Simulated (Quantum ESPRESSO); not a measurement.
# K3HO (Pm-3m): modes at Γ and the response to a field, part 4 of 6

Which modes does K3HO (Pm-3m) have at the zone centre?

Quantum ESPRESSO 7.5; DFT LDA, scalar-relativistic, plane waves, PseudoDojo norm-conserving pseudopotentials.

So far. Step 7 (Zone-centre analysis): The rule moves no optical mode by more than 0.3 cm⁻¹. Step 8 (The LO-TO splitting (1 0 0)): The field moves 3 modes; the highest of them now lies at 456 cm⁻¹, where the highest that moved away lay at 294. The relaxed cell has a = 4.997 Å (conventional setting).

The structure was built from a prototype and need not be the compound's stable phase.

## 9. Ground state, conv_thr 0.0001 Ry

A loose ground state leaves noise in the wavefunctions that the response inherits.

Contents of scf.in:

```
&CONTROL
  calculation = 'scf'
  prefix      = 'x'
  outdir      = './tmp'
  pseudo_dir  = './pseudo'
  tprnfor     = .true.
  tstress     = .true.
/
&SYSTEM
  ibrav       = 1
  celldm(1)   = 9.44312502
  nat         = 5
  ntyp        = 3
  ecutwfc     = 72.0
  occupations = 'fixed'
  nbnd        = 19
/
&ELECTRONS
  conv_thr         = 1.0d-04
  mixing_beta      = 0.7
  electron_maxstep = 100
/
ATOMIC_SPECIES
 H       1.0080  H.upf
 O      15.9990  O.upf
 K      39.0983  K.upf
ATOMIC_POSITIONS crystal
 H      0.000000000   0.000000000   0.000000000
 O      0.500000000   0.500000000   0.500000000
 K      0.500000000   0.500000000   0.000000000
 K      0.500000000   0.000000000   0.500000000
 K      0.000000000   0.500000000   0.500000000
K_POINTS automatic
 4 4 4 0 0 0
```

On the command line:

```sh
OMP_NUM_THREADS=1 mpirun -n 4 pw.x -nk 4 -in scf.in > scf.out
```

The program printed:

```text
[banners, grids, parts of the stress and lines that vanish by symmetry left out]
[banner, memory and clock lines left out]
Program PWSCF v.7.5

[...]
kinetic-energy cutoff     =      72.0000  Ry
     charge density cutoff     =     288.0000  Ry
     scf convergence threshold =      1.0E-04
[...]
Exchange-correlation= SLA  PW   NOGX NOGC
                           (   1   4   0   0   0   0   0)
[...]
48 Sym. Ops., with inversion, found
[...]
number of k points=    10
[...]
End of self-consistent calculation
[...]
highest occupied, lowest unoccupied level (ev):     3.3685    4.8856
!    total energy              =    -213.77382196 Ry
[...]
convergence has been achieved in   9 iterations
[...]
atom    1 type  1   force =     0.00000000    0.00000000    0.00000000
     atom    2 type  2   force =     0.00000000    0.00000000    0.00000000
     atom    3 type  3   force =     0.00000000    0.00000000    0.00000000
     atom    4 type  3   force =     0.00000000    0.00000000    0.00000000
     atom    5 type  3   force =     0.00000000    0.00000000    0.00000000
     Total force =     0.000000     Total SCF correction =     0.000000
[...]
total   stress  (Ry/bohr**3)                   (kbar)     P=       -0.93
[...]
XML data file, charge density, pseudopotentials, collected wavefunctions
```

Run time: 9.6 s. Hardware: 4 MPI ranks of Arm Neoverse V1, shared host; 38 s of CPU time.

## 10. Linear response at Γ, conv_thr 0.0001 Ry

It starts from a fresh copy of the ground state of step 9.

Contents of ph.in:

```
phonons
&INPUTPH
  prefix = 'x'
  outdir = './tmp'
  fildyn = 's.dyn'
  tr2_ph = 1.0d-18
  epsil  = .true.
/
0.000000000000 0.000000000000 0.000000000000
```

On the command line:

```sh
OMP_NUM_THREADS=1 mpirun -n 4 ph.x -nk 4 -in ph.in > ph.out
```

The program printed:

```text
[banners, grids, parts of the stress and lines that vanish by symmetry left out]
[banner, memory and clock lines left out]
Program PHONON v.7.5

[...]
Exchange-correlation= PW
                           (   1   4   0   0   0   0   0)
[...]
kinetic-energy cut-off    =      72.0000  Ry
     charge density cut-off    =     288.0000  Ry
     convergence threshold     =      1.0E-18
[...]
Exchange-correlation= PW
                           (   1   4   0   0   0   0   0)
[...]
q = (   0.0000000   0.0000000   0.0000000 )
     49 Sym.Ops. (with q -> -q+G )
     G cutoff =  650.5254  (  69599 G-vectors)     FFT grid: ( 54, 54, 54)
     number of k points=    10
[...]
Mode symmetry, O_h (m-3m)  point group:
[...]
Dielectric constant
[...]
End of electric fields calculation
          Dielectric constant in cartesian axis
          (       3.117526579       0.000000000       0.000000000 )
          (       0.000000000       3.117526579       0.000000000 )
          (       0.000000000       0.000000000       3.117526579 )
          Effective charges (d Force / dE) in cartesian axis without acoustic sum rule applied (asr)
           atom    1  H     Mean Z*:       -1.07933
      Ex  (       -1.07933        0.00000        0.00000 )
      Ey  (        0.00000       -1.07933        0.00000 )
      Ez  (        0.00000        0.00000       -1.07933 )
           atom    2  O     Mean Z*:       -2.29678
      Ex  (       -2.29678        0.00000        0.00000 )
      Ey  (        0.00000       -2.29678        0.00000 )
      Ez  (        0.00000        0.00000       -2.29678 )
           atom    3  K     Mean Z*:        1.11754
      Ex  (        1.05587        0.00000        0.00000 )
      Ey  (        0.00000        1.05587        0.00000 )
      Ez  (        0.00000        0.00000        1.24087 )
           atom    4  K     Mean Z*:        1.11754
      Ex  (        1.05587        0.00000        0.00000 )
      Ey  (        0.00000        1.24087        0.00000 )
      Ez  (        0.00000        0.00000        1.05587 )
           atom    5  K     Mean Z*:        1.11754
      Ex  (        1.24087        0.00000        0.00000 )
      Ey  (        0.00000        1.05587        0.00000 )
      Ez  (        0.00000        0.00000        1.05587 )
          Effective charges Sum: Mean:       -0.02349
[...]
Effective charges (d Force / dE) in cartesian axis with asr applied:
           atom    1  H     Mean Z*:       -1.07463
[...]
atom    2  O     Mean Z*:       -2.29208
[...]
atom    3  K     Mean Z*:        1.12224
[...]
atom    4  K     Mean Z*:        1.12224
[...]
atom    5  K     Mean Z*:        1.12224
[...]
Representation #   1 modes #   1   2   3
[...]
End of self-consistent calculation
     Convergence has been achieved
     Representation #   2 modes #   4   5   6
[...]
End of self-consistent calculation
     Convergence has been achieved
     Representation #   3 modes #   7   8   9
[...]
[... iterations left out ...]
      iter #   6   av.it.:  13.1
      thresh= 7.812E-09 alpha_mix =  0.700 |ddv_scf|^2 =  5.608E-16
```

Wall time 5.9 min (4 MPI ranks).

The run was cut off at its time limit.

## 11. Self-consistent run for the response, conv_thr 1e-06 Ry

Edit scf.in of step 9 so:

```diff
@@ -18,3 +18,3 @@
 &ELECTRONS
-  conv_thr         = 1.0d-04
+  conv_thr         = 1.0d-06
   mixing_beta      = 0.7
```

On the command line:

```sh
OMP_NUM_THREADS=1 mpirun -n 4 pw.x -nk 4 -in scf.in > scf.out
```

The program printed:

```text
[banners, grids, parts of the stress and lines that vanish by symmetry left out]
[banner, memory and clock lines left out]
Program PWSCF v.7.5

[...]
kinetic-energy cutoff     =      72.0000  Ry
     charge density cutoff     =     288.0000  Ry
     scf convergence threshold =      1.0E-06
[...]
Exchange-correlation= SLA  PW   NOGX NOGC
                           (   1   4   0   0   0   0   0)
[...]
48 Sym. Ops., with inversion, found
[...]
number of k points=    10
[...]
End of self-consistent calculation
[...]
highest occupied, lowest unoccupied level (ev):     3.3664    4.8882
!    total energy              =    -213.77383998 Ry
[...]
convergence has been achieved in  10 iterations
[...]
atom    1 type  1   force =     0.00000000    0.00000000    0.00000000
     atom    2 type  2   force =     0.00000000    0.00000000    0.00000000
     atom    3 type  3   force =     0.00000000    0.00000000    0.00000000
     atom    4 type  3   force =     0.00000000    0.00000000    0.00000000
     atom    5 type  3   force =     0.00000000    0.00000000    0.00000000
     Total force =     0.000000     Total SCF correction =     0.000000
[...]
total   stress  (Ry/bohr**3)                   (kbar)     P=       -0.03
[...]
XML data file, charge density, pseudopotentials, collected wavefunctions
```

Elapsed: 11 s, on 4 MPI ranks.

## 12. Linear response at Γ, conv_thr 1e-06 Ry

It starts from a fresh copy of the ground state of step 11.

ph.in is that of step 10.

On the command line:

```sh
OMP_NUM_THREADS=1 mpirun -n 4 ph.x -nk 4 -in ph.in > ph.out
```

The program printed:

```text
[banners, grids, parts of the stress and lines that vanish by symmetry left out]
[banner, memory and clock lines left out]
Program PHONON v.7.5

[...]
Exchange-correlation= PW
                           (   1   4   0   0   0   0   0)
[...]
kinetic-energy cut-off    =      72.0000  Ry
     charge density cut-off    =     288.0000  Ry
     convergence threshold     =      1.0E-18
[...]
Exchange-correlation= PW
                           (   1   4   0   0   0   0   0)
[...]
q = (   0.0000000   0.0000000   0.0000000 )
     49 Sym.Ops. (with q -> -q+G )
     G cutoff =  650.5254  (  69599 G-vectors)     FFT grid: ( 54, 54, 54)
     number of k points=    10
[...]
Mode symmetry, O_h (m-3m)  point group:
[...]
Dielectric constant
[...]
End of electric fields calculation
          Dielectric constant in cartesian axis
          (       3.116082704       0.000000000       0.000000000 )
          (       0.000000000       3.116082704       0.000000000 )
          (       0.000000000       0.000000000       3.116082704 )
          Effective charges (d Force / dE) in cartesian axis without acoustic sum rule applied (asr)
           atom    1  H     Mean Z*:       -1.08159
      Ex  (       -1.08159        0.00000        0.00000 )
      Ey  (        0.00000       -1.08159        0.00000 )
      Ez  (        0.00000        0.00000       -1.08159 )
           atom    2  O     Mean Z*:       -2.28417
      Ex  (       -2.28417        0.00000        0.00000 )
      Ey  (        0.00000       -2.28417        0.00000 )
      Ez  (        0.00000        0.00000       -2.28417 )
           atom    3  K     Mean Z*:        1.11300
      Ex  (        1.05095        0.00000        0.00000 )
      Ey  (        0.00000        1.05095        0.00000 )
      Ez  (        0.00000        0.00000        1.23711 )
           atom    4  K     Mean Z*:        1.11300
      Ex  (        1.05095        0.00000        0.00000 )
      Ey  (        0.00000        1.23711        0.00000 )
      Ez  (        0.00000        0.00000        1.05095 )
           atom    5  K     Mean Z*:        1.11300
      Ex  (        1.23711        0.00000        0.00000 )
      Ey  (        0.00000        1.05095        0.00000 )
      Ez  (        0.00000        0.00000        1.05095 )
          Effective charges Sum: Mean:       -0.02674
[...]
Effective charges (d Force / dE) in cartesian axis with asr applied:
           atom    1  H     Mean Z*:       -1.07624
[...]
atom    2  O     Mean Z*:       -2.27882
[...]
atom    3  K     Mean Z*:        1.11835
[...]
atom    4  K     Mean Z*:        1.11835
[...]
atom    5  K     Mean Z*:        1.11835
[...]
Representation #   1 modes #   1   2   3
[...]
End of self-consistent calculation
     Convergence has been achieved
     Representation #   2 modes #   4   5   6
[...]
End of self-consistent calculation
     Convergence has been achieved
     Representation #   3 modes #   7   8   9
[...]
End of self-consistent calculation
     Convergence has been achieved
     Representation #   4 modes #  10  11  12
[...]
iter #   3   av.it.:  12.7
      thresh= 3.818E-05 alpha_mix =  0.700 |ddv_scf|^2 =  3.632E-10
```

Run time: 6.7 min. Hardware: 4 MPI ranks.

The run was cut off at its time limit.

## 13. Ground state, conv_thr 1e-08 Ry

Edit scf.in of step 11 so:

```diff
@@ -18,3 +18,3 @@
 &ELECTRONS
-  conv_thr         = 1.0d-06
+  conv_thr         = 1.0d-08
   mixing_beta      = 0.7
```

On the command line:

```sh
OMP_NUM_THREADS=1 mpirun -n 4 pw.x -nk 4 -in scf.in > scf.out
```

The program printed:

```text
[banners, grids, parts of the stress and lines that vanish by symmetry left out]
[banner, memory and clock lines left out]
Program PWSCF v.7.5

[...]
kinetic-energy cutoff     =      72.0000  Ry
     charge density cutoff     =     288.0000  Ry
     scf convergence threshold =      1.0E-08
[...]
Exchange-correlation= SLA  PW   NOGX NOGC
                           (   1   4   0   0   0   0   0)
[...]
48 Sym. Ops., with inversion, found
[...]
number of k points=    10
[...]
End of self-consistent calculation
[...]
highest occupied, lowest unoccupied level (ev):     3.3666    4.8880
!    total energy              =    -213.77384049 Ry
[...]
convergence has been achieved in  13 iterations
[...]
atom    1 type  1   force =     0.00000000    0.00000000    0.00000000
     atom    2 type  2   force =     0.00000000    0.00000000    0.00000000
     atom    3 type  3   force =     0.00000000    0.00000000    0.00000000
     atom    4 type  3   force =     0.00000000    0.00000000    0.00000000
     atom    5 type  3   force =     0.00000000    0.00000000    0.00000000
     Total force =     0.000000     Total SCF correction =     0.000000
[...]
total   stress  (Ry/bohr**3)                   (kbar)     P=       -0.09
[...]
XML data file, charge density, pseudopotentials, collected wavefunctions
```

It took 13 s on 4 MPI ranks; 53 s of CPU time.

## 14. Linear response at Γ, conv_thr 1e-08 Ry

It starts from a fresh copy of the ground state of step 13.

ph.in is that of step 12.

On the command line:

```sh
OMP_NUM_THREADS=1 mpirun -n 4 ph.x -nk 4 -in ph.in > ph.out
```

The program printed:

```text
[banners, grids, parts of the stress and lines that vanish by symmetry left out]
[banner, memory and clock lines left out]
Program PHONON v.7.5

[...]
Exchange-correlation= PW
                           (   1   4   0   0   0   0   0)
[...]
kinetic-energy cut-off    =      72.0000  Ry
     charge density cut-off    =     288.0000  Ry
     convergence threshold     =      1.0E-18
[...]
Exchange-correlation= PW
                           (   1   4   0   0   0   0   0)
[...]
q = (   0.0000000   0.0000000   0.0000000 )
     49 Sym.Ops. (with q -> -q+G )
     G cutoff =  650.5254  (  69599 G-vectors)     FFT grid: ( 54, 54, 54)
     number of k points=    10
[...]
Mode symmetry, O_h (m-3m)  point group:
[...]
Dielectric constant
[...]
End of electric fields calculation
          Dielectric constant in cartesian axis
          (       3.117162851       0.000000000       0.000000000 )
          (       0.000000000       3.117162851       0.000000000 )
          (       0.000000000       0.000000000       3.117162851 )
          Effective charges (d Force / dE) in cartesian axis without acoustic sum rule applied (asr)
           atom    1  H     Mean Z*:       -1.08243
      Ex  (       -1.08243        0.00000        0.00000 )
      Ey  (        0.00000       -1.08243        0.00000 )
      Ez  (        0.00000        0.00000       -1.08243 )
           atom    2  O     Mean Z*:       -2.28522
      Ex  (       -2.28522        0.00000        0.00000 )
      Ey  (        0.00000       -2.28522        0.00000 )
      Ez  (        0.00000        0.00000       -2.28522 )
           atom    3  K     Mean Z*:        1.11436
      Ex  (        1.05235        0.00000        0.00000 )
      Ey  (        0.00000        1.05235        0.00000 )
      Ez  (        0.00000        0.00000        1.23838 )
           atom    4  K     Mean Z*:        1.11436
      Ex  (        1.05235        0.00000        0.00000 )
      Ey  (        0.00000        1.23838        0.00000 )
      Ez  (        0.00000        0.00000        1.05235 )
           atom    5  K     Mean Z*:        1.11436
      Ex  (        1.23838        0.00000        0.00000 )
      Ey  (        0.00000        1.05235        0.00000 )
      Ez  (        0.00000        0.00000        1.05235 )
          Effective charges Sum: Mean:       -0.02457
[...]
Effective charges (d Force / dE) in cartesian axis with asr applied:
           atom    1  H     Mean Z*:       -1.07752
[...]
atom    2  O     Mean Z*:       -2.28031
[...]
atom    3  K     Mean Z*:        1.11927
[...]
atom    4  K     Mean Z*:        1.11927
[...]
atom    5  K     Mean Z*:        1.11927
[...]
Representation #   1 modes #   1   2   3
[...]
End of self-consistent calculation
     Convergence has been achieved
     Representation #   2 modes #   4   5   6
[...]
End of self-consistent calculation
     Convergence has been achieved
     Representation #   3 modes #   7   8   9
[...]
End of self-consistent calculation
     Convergence has been achieved
     Representation #   4 modes #  10  11  12
[...]
End of self-consistent calculation
     Convergence has been achieved
     Representation #   5 modes #  13  14  15
[...]
iter #   1   av.it.:   6.6
      thresh= 1.000E-02 alpha_mix =  0.700 |ddv_scf|^2 =  1.376E-07
```

Wall time 7.8 min (4 MPI ranks).

The run was cut off at its time limit.

## 15. Ground state, conv_thr 1e-10 Ry

Edit scf.in of step 13 so:

```diff
@@ -18,3 +18,3 @@
 &ELECTRONS
-  conv_thr         = 1.0d-08
+  conv_thr         = 1.0d-10
   mixing_beta      = 0.7
```

On the command line:

```sh
OMP_NUM_THREADS=1 mpirun -n 4 pw.x -nk 4 -in scf.in > scf.out
```

The program printed:

```text
[banners, grids, parts of the stress and lines that vanish by symmetry left out]
[banner, memory and clock lines left out]
Program PWSCF v.7.5

[...]
kinetic-energy cutoff     =      72.0000  Ry
     charge density cutoff     =     288.0000  Ry
     scf convergence threshold =      1.0E-10
[...]
Exchange-correlation= SLA  PW   NOGX NOGC
                           (   1   4   0   0   0   0   0)
[...]
48 Sym. Ops., with inversion, found
[...]
number of k points=    10
[...]
End of self-consistent calculation
[...]
highest occupied, lowest unoccupied level (ev):     3.3666    4.8880
!    total energy              =    -213.77384049 Ry
[...]
convergence has been achieved in  16 iterations
[...]
atom    1 type  1   force =     0.00000000    0.00000000    0.00000000
     atom    2 type  2   force =     0.00000000    0.00000000    0.00000000
     atom    3 type  3   force =     0.00000000    0.00000000    0.00000000
     atom    4 type  3   force =     0.00000000    0.00000000    0.00000000
     atom    5 type  3   force =     0.00000000    0.00000000    0.00000000
     Total force =     0.000000     Total SCF correction =     0.000000
[...]
total   stress  (Ry/bohr**3)                   (kbar)     P=       -0.10
[...]
XML data file, charge density, pseudopotentials, collected wavefunctions
```

The job ended after 16 s (4 MPI ranks; 65 s of CPU time).

## 16. Linear response at Γ, conv_thr 1e-10 Ry

It starts from a fresh copy of the ground state of step 15.

ph.in is that of step 14.

On the command line:

```sh
OMP_NUM_THREADS=1 mpirun -n 4 ph.x -nk 4 -in ph.in > ph.out
```

The program printed:

```text
[banners, grids, parts of the stress and lines that vanish by symmetry left out]
[banner, memory and clock lines left out]
Program PHONON v.7.5

[...]
Exchange-correlation= PW
                           (   1   4   0   0   0   0   0)
[...]
kinetic-energy cut-off    =      72.0000  Ry
     charge density cut-off    =     288.0000  Ry
     convergence threshold     =      1.0E-18
[...]
Exchange-correlation= PW
                           (   1   4   0   0   0   0   0)
[...]
q = (   0.0000000   0.0000000   0.0000000 )
     49 Sym.Ops. (with q -> -q+G )
     G cutoff =  650.5254  (  69599 G-vectors)     FFT grid: ( 54, 54, 54)
     number of k points=    10
[...]
Mode symmetry, O_h (m-3m)  point group:
[...]
Dielectric constant
[...]
End of electric fields calculation
          Dielectric constant in cartesian axis
          (       3.117165985       0.000000000       0.000000000 )
[...]
freq (    2) =      -4.980846 [THz] =    -166.143152 [cm-1]
     freq (    3) =      -4.980846 [THz] =    -166.143152 [cm-1]
     freq (    4) =      -1.029172 [THz] =     -34.329476 [cm-1]
     freq (    5) =      -1.029172 [THz] =     -34.329476 [cm-1]
     freq (    6) =      -1.029172 [THz] =     -34.329476 [cm-1]
     freq (    7) =      -0.094700 [THz] =      -3.158848 [cm-1]
     freq (    8) =      -0.094700 [THz] =      -3.158848 [cm-1]
     freq (    9) =      -0.094700 [THz] =      -3.158848 [cm-1]
     freq (   10) =       6.146642 [THz] =     205.029916 [cm-1]
     freq (   11) =       6.146642 [THz] =     205.029916 [cm-1]
     freq (   12) =       6.146642 [THz] =     205.029916 [cm-1]
     freq (   13) =       8.815966 [THz] =     294.068980 [cm-1]
     freq (   14) =       8.815966 [THz] =     294.068980 [cm-1]
     freq (   15) =       8.815966 [THz] =     294.068980 [cm-1]
[...]
Mode symmetry, O_h (m-3m)  point group:
     freq (   1-   3) =       -166.1  [cm-1]   --> T_1u G_15  G_4- I
     freq (   4-   6) =        -34.3  [cm-1]   --> T_2u G_25  G_5-
     freq (   7-   9) =         -3.2  [cm-1]   --> T_1u G_15  G_4- I
     freq (  10-  12) =        205.0  [cm-1]   --> T_1u G_15  G_4- I
     freq (  13-  15) =        294.1  [cm-1]   --> T_1u G_15  G_4- I
```

Wall time 8.7 min (4 MPI ranks).

The highest optical mode without the LO-TO term lies at 294.1 cm⁻¹, and the lowest at 166.1i cm⁻¹; 49 response iterations.

(Part 4 of 6 ends here.)

[Host names and launcher messages were left out of these logs when they were recorded.]

[Logs are printed without paths, hosts, clocks, repeated set-up lines and the standing remarks that a program may print on its own settings, such as how far it seeks lower states.]

[Hosts, paths, dates, database ids (printed as entryN), source tags and the programs' standing remarks are cut or masked in the printed files.]
